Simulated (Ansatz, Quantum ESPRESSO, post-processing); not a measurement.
# Conductance against width: vacuum gaps between two Mo(100) faces, part 4 of 4

Wanted: T at the Fermi level along a series, and its decay constant, for vacuum gaps between two Mo(100) faces.

Quantum ESPRESSO 7.5; plane-wave DFT, PBE, PseudoDojo norm-conserving pseudopotentials; cross-check by Ansatz 0.2.0 with PAW datasets.

So far. Step 6 (The open system, 5.5 Å): T goes from 0.275 to 0.146, a factor of 1.9. Step 7 (Cross-check with Ansatz, 5.5 Å): Ansatz finds T = 0.145 against pwcond's 0.146.

## 8. Ground state, 6.5 Å

Level of this step: plane-wave DFT, PBE, PseudoDojo norm-conserving pseudopotentials (Quantum ESPRESSO 7.5).

The input, j2.scf.in:

```
&control
  prefix = 'j2.scf'
  outdir = './out'
  pseudo_dir = './pseudo'
  calculation = 'scf'
  tprnfor = .true.
/
&system
  ibrav = 0
  nat = 20
  ntyp = 1
  ecutwfc = 72
  ecutrho = 288
  occupations = 'smearing'
  smearing = 'mv'
  degauss = 0.01
/
&electrons
  conv_thr = 1e-07
  mixing_beta = 0.25
  electron_maxstep = 120
  mixing_mode = 'local-TF'
/
ATOMIC_SPECIES
  Mo  95.9500  Mo.dojo-sr-pbe-0.4.1-standard.upf
CELL_PARAMETERS angstrom
  3.16000000000000 0.00000000000000 0.00000000000000
  0.00000000000000 3.16000000000000 0.00000000000000
  0.00000000000000 0.00000000000000 36.52000000000000
ATOMIC_POSITIONS crystal
  Mo  0.000000000000 0.000000000000 0.000000000000
  Mo  0.500000000000 0.500000000000 0.043263964951
  Mo  0.000000000000 0.000000000000 0.086527929901
  Mo  0.500000000000 0.500000000000 0.129791894852
  Mo  0.000000000000 0.000000000000 0.173055859803
  Mo  0.500000000000 0.500000000000 0.216319824754
  Mo  0.000000000000 0.000000000000 0.259583789704
  Mo  0.500000000000 0.500000000000 0.302847754655
  Mo  0.000000000000 0.000000000000 0.346111719606
  Mo  0.500000000000 0.500000000000 0.389375684556
  Mo  0.000000000000 0.000000000000 0.567360350493
  Mo  0.500000000000 0.500000000000 0.610624315444
  Mo  0.000000000000 0.000000000000 0.653888280394
  Mo  0.500000000000 0.500000000000 0.697152245345
  Mo  0.000000000000 0.000000000000 0.740416210296
  Mo  0.500000000000 0.500000000000 0.783680175246
  Mo  0.000000000000 0.000000000000 0.826944140197
  Mo  0.500000000000 0.500000000000 0.870208105148
  Mo  0.000000000000 0.000000000000 0.913472070099
  Mo  0.500000000000 0.500000000000 0.956736035049
K_POINTS automatic
  8 8 1 0 0 0
```

Launch:

```bash
> OMP_NUM_THREADS=1 mpirun -n 4 pw.x -nk 4 -in j2.scf.in > j2.scf.out
```

Numbers of over 12 decimals in the logs are rounded to 6 here.

The program printed:

```text
[banner, memory and clock lines left out]
Program PWSCF v.7.5 starts
[...]
Message from routine setup:
[...]
number of electrons       =       280.00
     number of Kohn-Sham states=          168
     kinetic-energy cutoff     =      72.0000  Ry
     charge density cutoff     =     288.0000  Ry
[...]
number of k points=    15  Marzari-Vanderbilt smearing, width (Ry)=  0.0100
[...]
Dense  grid:   202785 G-vectors     FFT dimensions: (  36,  36, 375)
[...]
Starting wfcs are  200 randomized atomic wfcs
[...]
estimated scf accuracy    <      24.31090946 Ry
[...]
estimated scf accuracy    <       4.67985457 Ry
[...]
estimated scf accuracy    <       1.13442123 Ry
[...]
estimated scf accuracy    <       0.08575083 Ry
[...]
estimated scf accuracy    <       0.12980540 Ry
[...]
estimated scf accuracy    <       0.95617312 Ry
[...]
estimated scf accuracy    <       0.04211105 Ry
[...]
estimated scf accuracy    <       0.17656618 Ry
[...]
estimated scf accuracy    <       0.13496044 Ry
[...]
estimated scf accuracy    <       0.02392117 Ry
[...]
estimated scf accuracy    <       0.02450679 Ry
[...]
estimated scf accuracy    <       0.00512427 Ry
[...]
estimated scf accuracy    <       0.00098353 Ry
[...]
estimated scf accuracy    <       0.00006663 Ry
[...]
estimated scf accuracy    <       0.00001373 Ry
[...]
estimated scf accuracy    <       0.00001029 Ry
[...]
estimated scf accuracy    <       0.00000259 Ry
[...]
estimated scf accuracy    <       0.00000197 Ry
[...]
estimated scf accuracy    <       0.00000021 Ry
[...]
estimated scf accuracy    <       0.00000011 Ry
[...]
the Fermi energy is    17.7616 ev
!    total energy              =   -2810.80212124 Ry
     estimated scf accuracy    <       0.00000007 Ry
     smearing contrib. (-TS)   =       0.00097539 Ry
     internal energy E=F+TS    =   -2810.80309662 Ry
[...]
one-electron contribution =   -6176.07607704 Ry
     hartree contribution      =    3227.87257644 Ry
     xc contribution           =    -411.91827058 Ry
     ewald contribution        =     549.31867457 Ry
     convergence has been achieved in  21 iterations
[...]
Total force =     0.114304     Total SCF correction =     0.001843
[...]
```

Wall time 13 min (4 MPI ranks of Arm Neoverse V2, shared host); peak memory 3.4 GiB.

This step gave:

| Property | Result |
| --- | --- |
| free energy | -38242.9111 eV |
| Fermi energy | 17.76 eV |

## 9. Transmission with pwcond.x, 6.5 Å

The input, j2.cond.in:

```
&inputcond
  outdir = './out'
  prefixt = 'j2.scf'
  tran_file = 'j2.cond.dat'
  bdl = 2.0000000000
  bds = 11.5569620253
  ikind = 1
  ewind = 4.0
  epsproj = 1e-05
  nz1 = 7
  energy0 = 0.4
  denergy = -0.4
/
15
  0.00000000 0.00000000 0.01562500
  0.00000000 0.12500000 0.06250000
  0.00000000 0.25000000 0.06250000
  0.00000000 0.37500000 0.06250000
  0.00000000 0.50000000 0.03125000
  0.12500000 0.12500000 0.06250000
  0.12500000 0.25000000 0.12500000
  0.12500000 0.37500000 0.12500000
  0.12500000 0.50000000 0.06250000
  0.25000000 0.25000000 0.06250000
  0.25000000 0.37500000 0.12500000
  0.25000000 0.50000000 0.06250000
  0.37500000 0.37500000 0.06250000
  0.37500000 0.50000000 0.06250000
  0.50000000 0.50000000 0.01562500
3
```

Launch:

```bash
> OMP_NUM_THREADS=1 mpirun -n 4 pwcond.x -in j2.cond.in > j2.cond.out
```

The program printed:

```text
[banner, memory and clock lines left out]
Program PWCOND v.7.5 starts
[citation notice left out]

[...]
./out/j2.scf.save/

     IMPORTANT: XC functional enforced from input :
     Exchange-correlation= PBE
                           (   1   4   3   4   0   0   0)
     Any further DFT definition will be discarded
     Please, verify this is what you really want

     Reading collected, re-writing distributed wavefunctions

===== INPUT FILE containing all the regions =====

     GEOMETRY:

     lattice parameter (alat)  =       5.9715  a.u.
[...]
-0.4589521  -0.0000000  -0.4000000
 Left moving states:
   k1(2pi/a)   k2(2pi/a)   E-Ef (eV)
   0.4589521  -0.0000000  -0.4000000
   0.4589521  -0.0000000  -0.4000000

 to transmit
 Band j to band i transmissions and reflections:
    j         i     |T_ij|^2    |R_ij|^2

    1 -->     1     0.00001     0.96881
    1 -->     2     0.00000     0.03118
   Total T_j, R_j =    0.00001  0.99999

    2 -->     1     0.00000     0.03118
    2 -->     2     0.00001     0.96881
   Total T_j, R_j =    0.00001  0.99999

E-Ef(ev), T(x2 spins) =   -0.4000000   0.0000483
   T_tot     0.40000      0.25705E+00
   T_tot     0.00000      0.13941E+00
   T_tot    -0.40000      0.24068E-01

[...]
```

The job ended after 3 min (4 MPI ranks; peak memory 0.7 GiB).

Read from the output:

```
transmission at the Fermi level, one spin : 0.06970
conductance                               : 0.06970 G₀
```

Per spin; mean over the k mesh across the current. Transmission, zone mean against energy, zero at the Fermi level:

```csv
energy (eV),"transmission, zone mean"
-0.400,0.0120
0.000,0.0697
0.400,0.129
```

At 0.000 eV; k in fractions of b1, b2. Transmission by k point:

```csv
k1,k2,weight,t,channels
0,0,0.01562,4.00e-7,4
0,0.125,0.0625,0.6555,4
0,0.25,0.0625,5.00e-8,2
0,0.375,0.0625,0.0108,5
0,0.5,0.03125,0.002724,4
0.125,0.125,0.0625,0.4212,2
0.125,0.25,0.125,0.005646,2
0.125,0.375,0.125,0.00525,1
0.125,0.5,0.0625,0.004654,4
0.25,0.25,0.0625,0,0
0.25,0.375,0.125,0,0
0.25,0.5,0.0625,0,0
0.375,0.375,0.0625,0,0
0.375,0.5,0.0625,2.12e-5,2
0.5,0.5,0.01562,3.04e-5,2
```

The run is unpolarised; a magnetic state was not tried, may lie lower and would change T.

T goes from 0.146 to 0.0697, a factor of 2.1.

## 10. The same in Ansatz, 6.5 Å

Level of this step: plane-wave DFT, PBE, Ansatz PAW (Ansatz 0.2.0).

The input, input.yaml:

```yaml
crystal:
  lattice:
    - [3.16, 0.0, 0.0]
    - [0.0, 3.16, 0.0]
    - [0.0, 0.0, 36.52]
  atoms:
    - { symbol: Mo, position: [0.0, 0.0, 0.0] }
    - { symbol: Mo, position: [0.5, 0.5, 0.043263965] }
    - { symbol: Mo, position: [0.0, 0.0, 0.0865279299] }
    - { symbol: Mo, position: [0.5, 0.5, 0.1297918949] }
    - { symbol: Mo, position: [0.0, 0.0, 0.1730558598] }
    - { symbol: Mo, position: [0.5, 0.5, 0.2163198248] }
    - { symbol: Mo, position: [0.0, 0.0, 0.2595837897] }
    - { symbol: Mo, position: [0.5, 0.5, 0.3028477547] }
    - { symbol: Mo, position: [0.0, 0.0, 0.3461117196] }
    - { symbol: Mo, position: [0.5, 0.5, 0.3893756846] }
    - { symbol: Mo, position: [0.0, 0.0, 0.5673603505] }
    - { symbol: Mo, position: [0.5, 0.5, 0.6106243154] }
    - { symbol: Mo, position: [0.0, 0.0, 0.6538882804] }
    - { symbol: Mo, position: [0.5, 0.5, 0.6971522453] }
    - { symbol: Mo, position: [0.0, 0.0, 0.7404162103] }
    - { symbol: Mo, position: [0.5, 0.5, 0.7836801752] }
    - { symbol: Mo, position: [0.0, 0.0, 0.8269441402] }
    - { symbol: Mo, position: [0.5, 0.5, 0.8702081051] }
    - { symbol: Mo, position: [0.0, 0.0, 0.9134720701] }
    - { symbol: Mo, position: [0.5, 0.5, 0.956736035] }
kpoints:
  mp_grid: { grid: [8, 8, 1] }
hamiltonian:
  xc: pbe
scf:
  occupations: { method: fermi_dirac, width: 0.1 }
  convergence: { dr2_threshold: 1.0e-08 }
output:
  transmission: { leads: [[0, 2]], e_range: [-0.4, 0.4], de: 0.4, kmesh: [8, 8] }
  write_potential: true
  write_density: true
  volumetric_format: npy
  elf: true
```

Launch:

```bash
> ansatz run input.yaml --threads 4 --pin off --max-ram 10240MiB --backend cpu --events-out ev --progress --plain --runs-dir out
```

The program printed:

```text
[...]
Crystal: 20 atoms, lattice volume = 364.674 Å³
Basis set: ecut = 420 eV, 7171 PW (Γ)
Bands: 168, of which v1, the nominal top of the filled ones, is band 140 counted from 1 (139 counted from 0)
Symmetry: 16 space group operations
[...]
k-points: 15 of 64
[...]
k-point 14: bands = [... 136 lower, 18.9012, 18.9012, 19.1041, 19.1041, 19.2349, 19.2349, 19.2967, 19.2967, ... 24 higher]
--- Transmission ---
  basis      : 89 plane waves across, 74 finite elements along
  points     : 15, standing for a mesh of 8 x 8
[...]
channels       : 1.781250e0 a spin
[...]
slowest decay  : 0.0389 /Å at (0.3750, 0.3750)
  junction   : crystal 0 to crystal 0, -0.09 to 33.27 Å
    transmission   : 7.014145e-2 a spin
[...]
[key lines of the parts left out:]
SCF converged after 10 iterations
Free energy (F): -99116.283834 eV
Fermi energy:    17.546907 eV
```

Run time: 27 s. Hardware: 4 threads; peak memory 1.7 GiB; 100 s of CPU time.

This step gave:

| Property | Result |
| --- | --- |
| free energy | -99116.2838 eV |
| energy at zero smearing | -99116.0123 eV |
| smearing term TS | 0.5431 eV |
| Fermi energy | 17.55 eV |
| transmission at the Fermi level, one spin | 0.07014 |
| step of the lead's Hamiltonian over a period | 7 meV |

Per spin; mean over the k mesh across the current. Table of transmission, zone mean by energy, zero at the Fermi level:

```csv
energy (eV),"transmission, zone mean"
-0.400,0.00857
0.000,0.0701
0.400,0.123
```

Ansatz finds T = 0.0701 against pwcond's 0.0697.

## 11. Ground state, 7.5 Å

Level of this step: plane-wave DFT, PBE, PseudoDojo norm-conserving pseudopotentials (Quantum ESPRESSO 7.5).

The input, j3.scf.in:

```
&control
  prefix = 'j3.scf'
  outdir = './out'
  pseudo_dir = './pseudo'
  calculation = 'scf'
  tprnfor = .true.
/
&system
  ibrav = 0
  nat = 20
  ntyp = 1
  ecutwfc = 72
  ecutrho = 288
  occupations = 'smearing'
  smearing = 'mv'
  degauss = 0.01
/
&electrons
  conv_thr = 1e-07
  mixing_beta = 0.25
  electron_maxstep = 120
  mixing_mode = 'local-TF'
/
ATOMIC_SPECIES
  Mo  95.9500  Mo.dojo-sr-pbe-0.4.1-standard.upf
CELL_PARAMETERS angstrom
  3.16000000000000 0.00000000000000 0.00000000000000
  0.00000000000000 3.16000000000000 0.00000000000000
  0.00000000000000 0.00000000000000 37.52000000000000
ATOMIC_POSITIONS crystal
  Mo  0.000000000000 0.000000000000 0.000000000000
  Mo  0.500000000000 0.500000000000 0.042110874200
  Mo  0.000000000000 0.000000000000 0.084221748401
  Mo  0.500000000000 0.500000000000 0.126332622601
  Mo  0.000000000000 0.000000000000 0.168443496802
  Mo  0.500000000000 0.500000000000 0.210554371002
  Mo  0.000000000000 0.000000000000 0.252665245203
  Mo  0.500000000000 0.500000000000 0.294776119403
  Mo  0.000000000000 0.000000000000 0.336886993603
  Mo  0.500000000000 0.500000000000 0.378997867804
  Mo  0.000000000000 0.000000000000 0.578891257996
  Mo  0.500000000000 0.500000000000 0.621002132196
  Mo  0.000000000000 0.000000000000 0.663113006397
  Mo  0.500000000000 0.500000000000 0.705223880597
  Mo  0.000000000000 0.000000000000 0.747334754797
  Mo  0.500000000000 0.500000000000 0.789445628998
  Mo  0.000000000000 0.000000000000 0.831556503198
  Mo  0.500000000000 0.500000000000 0.873667377399
  Mo  0.000000000000 0.000000000000 0.915778251599
  Mo  0.500000000000 0.500000000000 0.957889125800
K_POINTS automatic
  8 8 1 0 0 0
```

Launch:

```bash
> OMP_NUM_THREADS=1 mpirun -n 4 pw.x -nk 4 -in j3.scf.in > j3.scf.out
```

The program printed:

```text
[banner, memory and clock lines left out]
Program PWSCF v.7.5 starts
[...]
Message from routine setup:
[...]
number of electrons       =       280.00
     number of Kohn-Sham states=          168
     kinetic-energy cutoff     =      72.0000  Ry
     charge density cutoff     =     288.0000  Ry
[...]
number of k points=    15  Marzari-Vanderbilt smearing, width (Ry)=  0.0100
[...]
Dense  grid:   208331 G-vectors     FFT dimensions: (  36,  36, 384)
[...]
Starting wfcs are  200 randomized atomic wfcs
[...]
estimated scf accuracy    <      24.29386198 Ry
[...]
estimated scf accuracy    <       4.66194809 Ry
[...]
estimated scf accuracy    <       1.17274710 Ry
[...]
estimated scf accuracy    <       0.09890669 Ry
[...]
estimated scf accuracy    <       0.12565529 Ry
[...]
estimated scf accuracy    <       1.76311954 Ry
[...]
estimated scf accuracy    <       0.01315680 Ry
[...]
estimated scf accuracy    <       0.68529927 Ry
[...]
estimated scf accuracy    <       0.90831171 Ry
[...]
estimated scf accuracy    <       0.01244127 Ry
[...]
estimated scf accuracy    <       0.00039576 Ry
[...]
estimated scf accuracy    <       0.00182447 Ry
[...]
estimated scf accuracy    <       0.00017964 Ry
[...]
estimated scf accuracy    <       0.00011288 Ry
[...]
estimated scf accuracy    <       0.00003859 Ry
[...]
estimated scf accuracy    <       0.00000747 Ry
[...]
estimated scf accuracy    <       0.00000684 Ry
[...]
estimated scf accuracy    <       0.00001019 Ry
[...]
estimated scf accuracy    <       0.00000027 Ry
[...]
estimated scf accuracy    <       0.00000245 Ry
[...]
the Fermi energy is    17.1910 ev
!    total energy              =   -2810.80092058 Ry
     estimated scf accuracy    <       0.00000002 Ry
     smearing contrib. (-TS)   =       0.00098337 Ry
     internal energy E=F+TS    =   -2810.80190395 Ry
[...]
one-electron contribution =   -8540.50908750 Ry
     hartree contribution      =    4404.23578590 Ry
     xc contribution           =    -411.92125654 Ry
     ewald contribution        =    1737.39265420 Ry
     convergence has been achieved in  21 iterations
[...]
Total force =     0.115883     Total SCF correction =     0.000990
[...]
```

It took 15 min on 4 MPI ranks; peak memory 3.5 GiB.

Read from the output:

| Item | Value |
| --- | --- |
| free energy | -38242.8948 eV |
| Fermi energy | 17.19 eV |

## 12. The open system, 7.5 Å

j3.cond.in is the input of step 9 with these lines changed:

```diff
@@ -2,6 +2,6 @@
   outdir = './out'
-  prefixt = 'j2.scf'
-  tran_file = 'j2.cond.dat'
+  prefixt = 'j3.scf'
+  tran_file = 'j3.cond.dat'
   bdl = 2.0000000000
-  bds = 11.5569620253
+  bds = 11.8734177215
   ikind = 1
```

Launch:

```bash
> OMP_NUM_THREADS=1 mpirun -n 4 pwcond.x -in j3.cond.in > j3.cond.out
```

The program printed:

```text
[banner, memory and clock lines left out]
Program PWCOND v.7.5 starts
[citation notice left out]

[...]
./out/j3.scf.save/

     IMPORTANT: XC functional enforced from input :
     Exchange-correlation= PBE
                           (   1   4   3   4   0   0   0)
     Any further DFT definition will be discarded
     Please, verify this is what you really want

     Reading collected, re-writing distributed wavefunctions

===== INPUT FILE containing all the regions =====

     GEOMETRY:

     lattice parameter (alat)  =       5.9715  a.u.
[...]
-0.4597180  -0.0000000  -0.4000000
 Left moving states:
   k1(2pi/a)   k2(2pi/a)   E-Ef (eV)
   0.4597180  -0.0000000  -0.4000000
   0.4597180  -0.0000000  -0.4000000

 to transmit
 Band j to band i transmissions and reflections:
    j         i     |T_ij|^2    |R_ij|^2

    1 -->     1     0.00000     0.47189
    1 -->     2     0.00000     0.52811
   Total T_j, R_j =    0.00000  1.00000

    2 -->     1     0.00000     0.52811
    2 -->     2     0.00000     0.47189
   Total T_j, R_j =    0.00000  1.00000

E-Ef(ev), T(x2 spins) =   -0.4000000   0.0000018
   T_tot     0.40000      0.73108E-01
   T_tot     0.00000      0.32666E-01
   T_tot    -0.40000      0.19628E-02

[...]
```

Elapsed: 4.1 min, on 4 MPI ranks; peak memory 0.65 GiB.

Numbers from this step:

| Property | Result |
| --- | --- |
| transmission at the Fermi level, one spin | 0.01633 |
| conductance | 0.01633 G₀ |

Per spin; mean over the k mesh across the current. Table of transmission, zone mean by energy, zero at the Fermi level:

```csv
energy (eV),"transmission, zone mean"
-0.400,9.8e-4
0.000,0.0163
0.400,0.0366
```

The run is unpolarised; a magnetic state was not tried, may lie lower and would change T.

T goes from 0.0697 to 0.0163, a factor of 4.3.

## 13. Cross-check with Ansatz, 7.5 Å

Level of this step: plane-wave DFT, PBE, Ansatz PAW (Ansatz 0.2.0).

input.yaml, the sections that differ from step 10:

```yaml
crystal:
  lattice:
    - [3.16, 0.0, 0.0]
    - [0.0, 3.16, 0.0]
    - [0.0, 0.0, 37.52]
  atoms:
    - { symbol: Mo, position: [0.0, 0.0, 0.0] }
    - { symbol: Mo, position: [0.5, 0.5, 0.0421108742] }
    - { symbol: Mo, position: [0.0, 0.0, 0.0842217484] }
    - { symbol: Mo, position: [0.5, 0.5, 0.1263326226] }
    - { symbol: Mo, position: [0.0, 0.0, 0.1684434968] }
    - { symbol: Mo, position: [0.5, 0.5, 0.210554371] }
    - { symbol: Mo, position: [0.0, 0.0, 0.2526652452] }
    - { symbol: Mo, position: [0.5, 0.5, 0.2947761194] }
    - { symbol: Mo, position: [0.0, 0.0, 0.3368869936] }
    - { symbol: Mo, position: [0.5, 0.5, 0.3789978678] }
    - { symbol: Mo, position: [0.0, 0.0, 0.578891258] }
    - { symbol: Mo, position: [0.5, 0.5, 0.6210021322] }
    - { symbol: Mo, position: [0.0, 0.0, 0.6631130064] }
    - { symbol: Mo, position: [0.5, 0.5, 0.7052238806] }
    - { symbol: Mo, position: [0.0, 0.0, 0.7473347548] }
    - { symbol: Mo, position: [0.5, 0.5, 0.789445629] }
    - { symbol: Mo, position: [0.0, 0.0, 0.8315565032] }
    - { symbol: Mo, position: [0.5, 0.5, 0.8736673774] }
    - { symbol: Mo, position: [0.0, 0.0, 0.9157782516] }
    - { symbol: Mo, position: [0.5, 0.5, 0.9578891258] }
# kpoints, hamiltonian, scf, output: as in step 10
```

Launch:

```bash
> ansatz run input.yaml --threads 4 --pin off --max-ram 10240MiB --backend cpu --events-out ev --progress --plain --runs-dir out
```

The program printed:

```text
[...]
Crystal: 20 atoms, lattice volume = 374.660 Å³
Basis set: ecut = 420 eV, 7389 PW (Γ)
Bands: 168, of which v1, the nominal top of the filled ones, is band 140 counted from 1 (139 counted from 0)
Symmetry: 16 space group operations
[...]
k-points: 15 of 64
[...]
k-point 14: bands = [... 136 lower, 18.3341, 18.3341, 18.5352, 18.5352, 18.6675, 18.6675, 18.7293, 18.7293, ... 24 higher]
--- Transmission ---
  basis      : 89 plane waves across, 76 finite elements along
  points     : 15, standing for a mesh of 8 x 8
[...]
channels       : 1.781250e0 a spin
[...]
slowest decay  : 0.0389 /Å at (0.3750, 0.3750)
  junction   : crystal 0 to crystal 0, -0.09 to 34.27 Å
    transmission   : 1.541312e-2 a spin
[...]
[key lines of the parts left out:]
SCF converged after 10 iterations
Free energy (F): -99116.270189 eV
Fermi energy:    16.979186 eV
```

It took 31 s on 4 threads; peak memory 2 GiB; 1.9 min of CPU time.

Read from the output:

```
free energy                               : -99116.2702 eV
energy at zero smearing                   : -99115.9965 eV
smearing term TS                          : 0.5473 eV
Fermi energy                              : 16.98 eV
transmission at the Fermi level, one spin : 0.01541
```

Per spin; mean over the k mesh across the current. The transmission, zone mean by energy, zero at the Fermi level:

```csv
energy (eV),"transmission, zone mean"
-0.400,0.00115
0.000,0.0154
0.400,0.0360
```

Ansatz finds T = 0.0154 against pwcond's 0.0163.

## 14. The series side by side

All levels:

```csv
level,T by pwcond,T by Ansatz,lead channels,CPU time (s)
4.5 Å,0.2749,0.2256,1.781,3883
5.5 Å,0.1465,0.1447,1.781,3733
6.5 Å,0.0697,0.07014,1.781,3947
7.5 Å,0.01633,0.01541,1.781,4516
```

## 15. By hand

For the narrowest barrier, the Landauer sum over the mesh, Σ w T = 0.1250 × 0.859 + 0.0625 × 0.68 + 0.0625 × 0.632 + … = 0.2749.

G = 0.275 × 77.48 µS = 21.3 µS a cell. Times the area of 9.986 Å², the resistance-area product is A/G = 4.69 fΩ m², the leads' contact resistance included.

κ = ln(T₁/T₂)/(2Δd) = ln(0.0697/0.01633)/(2 × 1 Å) = 0.73 1/Å.

## 16. Results

```json
{"conductance a cell at 4.5 Å": "0.275 G₀", "conductance a cell at 5.5 Å": "0.146 G₀", "conductance a cell at 6.5 Å": "0.0697 G₀", "conductance a cell at 7.5 Å": "0.0163 G₀", "fall of ln T per Å over the last interval": "1.45"}
```

In words: The conductance goes from 0.275 G₀ at 4.5 Å to 0.0163 G₀ at 7.5 Å (PBE, PseudoDojo norm-conserving). Interval by interval ln T falls by 0.63, 0.74 and 1.45 per Å: the decay still steepens, so it isn't yet a plain exponential. The last interval gives κ = 0.73 1/Å in T ∝ exp(−2κd), an apparent barrier of (κ/0.512)² = 2.0 eV, while the decay still steepens. Ansatz follows the series within a factor of 1.22. Points with over 2.5 times the mean carry up to 98 % of T, so the means lean on few points, and the mesh was not tested. The geometries are as built, not relaxed, and the leads are short. Semilocal functionals lack the image potential in a vacuum gap.

[Logs are printed without paths, hosts, clocks, repeated set-up lines and the standing remarks that a program may print on its own settings, such as how far it seeks lower states.]

[Hosts, paths, dates, database ids (printed as entryN), source tags and the programs' standing remarks are cut or masked in the printed files.]

[Maps of the electrostatic potential energy from Ansatz leave out the sawtooth potential of an applied field or a dipole correction, so their vacuum need not be flat; planar profiles and work functions include it.]
